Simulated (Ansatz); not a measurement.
# Settings and their price: glassy nearly rigid carbon at 5000 K (123 atoms)

Density of this cell: 1.80 g/cm³. The cell holds 123 atoms: 123 C. Cell: a = 11.085 Å, b = 11.085 Å, c = 11.085 Å, α = 90.0°, β = 90.0°, γ = 90.0°. 123 atoms (123 C) placed at random at 1.8 g/cm³, melted at 6000 K for 10 ps at fixed volume with the LCBOP (Los and Fasolino, Phys. Rev. B 68, 024107 (2003)). Snapshot at the end of a hold of 5 ps at 5000 K and fixed volume.

Geometry: as built.

Reference run: Kohn-Sham DFT, PBE, PAW (set soft_2), plane waves (Ansatz 0.2.0), cutoff 420 eV, Γ point, gaussian smearing of 0.05 eV.

| Item | Value |
| --- | --- |
| r.m.s. force component | 3.474 eV/Å |
| pressure | -14.53 GPa |
| spacing of highest filled and lowest empty level | 0.0231 eV |
| SCF cycles | 13 |
| time | 36 s on 4 threads of Arm Neoverse V1, shared host |

**Question.** The same geometry is run again with each of these changes. How far do the results move, and how long does each run take?
- support functions low
- support functions medium
- basis.ecutwfc = "58.8 Ry" and scf.algorithm = "density_mixing"

Differences are against the plane-wave reference (Kohn-Sham DFT, PBE, PAW (set soft_2), plane waves), whose r.m.s. force component is 3.47 eV/Å. Energies are set beside the reference only for runs with its functional, potentials and electron count. Times are for 4 threads of Arm Neoverse V1, shared host. The reference's time includes the DOS, ELF, the stress and grids, which some other runs skip.

```
                                                           run  Δ force, r.m.s. (meV/Å)  share of r.m.s. force (%)  Δ energy (meV/atom)  Δ pressure (GPa)  cycles     time  host memory (GiB)
                                                     reference                        -                          -                    -                 -      13     36 s                1.6
                                         support functions low                     2.14                     0.0615                -3.37                 -      19  2.8 min                3.0
                                      support functions medium                     2.07                     0.0595                -3.37                 -      23    3 min                3.0
basis.ecutwfc = "58.8 Ry" and scf.algorithm = "density_mixing"                     1.66                     0.0478                -3.28           -0.0201      13     79 s                3.7
```

Among numerical settings the force difference runs from 1.7 meV/Å (basis.ecutwfc = "58.8 Ry" and scf.algorithm = "density_mixing") to 2.1 meV/Å (support functions low). At 123 atoms the fastest of the runs at a preset level, support functions low, takes roughly 4.6 times the time of plane waves (whose run also made extra analyses, so the like-for-like ratio is larger), in 19 SCF cycles against 13. Differences between support functions and plane waves include what basis error the plane-wave run still has. 

[Logs are printed without paths, hosts, clocks, repeated set-up lines and the standing remarks that a program may print on its own settings, such as how far it seeks lower states.]

[Hosts, paths, dates, database ids (printed as entryN), source tags and the programs' standing remarks are cut or masked in the printed files.]
